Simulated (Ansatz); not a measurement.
**What do other settings change for P6_3/mmc (COD entry) Sr2MgAl3, size series (48 atoms)?**

The cell holds 48 atoms: 16 Sr, 8 Mg and 24 Al. Its edges and angles: a = 12.740 Å, b = 12.740 Å, c = 10.140 Å, α = 90.0°, β = 90.0°, γ = 120.0°. It derives from Sr2MgAl3 (P6_3/mmc, COD entry), repeated 2×2×1. P6_3/mmc (COD entry) Sr2MgAl3 (cell 6.37, 6.37, 10.14, 90, 90, 120), 2 x 2 x 1 conventional cells; every coordinate displaced by a Gaussian of 0.08 Å.

Geometry: as built.

Reference run: Kohn-Sham DFT, LDA, PAW (set soft_2), plane waves (Ansatz 0.2.0), cutoff 420 eV, k-mesh 3×3×4, cold smearing of 0.15 eV.

* r.m.s. force component: 0.1672 eV/Å
* pressure: -6.244 GPa
* spacing of highest filled and lowest empty level: 0.0129 eV
* SCF cycles: 7
* time: 5.9 min on 4 threads of Arm Neoverse V1, shared host

**Question.** The cell is repeated and solved at Γ. How do error, time and memory go?
- plane waves, 48 atoms (1×1×1)
- support functions, 48 atoms (1×1×1)
- plane waves, 96 atoms (1×1×2)
- support functions, 96 atoms (1×1×2)

Differences are against the typed cell on a 3×3×4 mesh, which samples like Γ on 1728 atoms (r.m.s. force component 0.167 eV/Å). Every repeated cell is solved at Γ, and forces are averaged over the copies of each atom. Hardware: 4 threads of Arm Neoverse V1, shared host.

```csv
atoms,repeats,basis,"Δ force, r.m.s. (meV/Å)",Δ energy (meV/atom),less plane waves of the same size (meV/atom),spread among copies (meV/Å),SCF cycles,time,host memory (GiB)
48,1×1×1,plane waves,101,26.6,-,-,9,7.1 s,1.1
48,1×1×1,support functions,101,26.2,-0.37,-,12,67 s,2.3
96,1×1×2,plane waves,77.8,-13.0,-,0,8,36 s,3.0
96,1×1×2,support functions,77.8,-13.4,-0.39,0.058,11,2 min,4.1
```

Repeating the cell at Γ samples more k-points: in plane waves the energy difference from the dense mesh goes from 26.6 meV/atom at 48 atoms to -13.0 at 96, and the force difference from 101 to 78 meV/Å. At equal size the support functions lie 0.37 to 0.39 meV/atom below plane waves, likely because their grid holds more waves than 420 eV; no run tests this. At the largest size the support functions' forces differ from the reference by 47 % of the r.m.s. force, which holds the difference of sampling between the two as well as that of the basis.

[Logs are printed without paths, hosts, clocks, repeated set-up lines and the standing remarks that a program may print on its own settings, such as how far it seeks lower states.]

[Hosts, paths, dates, database ids (printed as entryN), source tags and the programs' standing remarks are cut or masked in the printed files.]
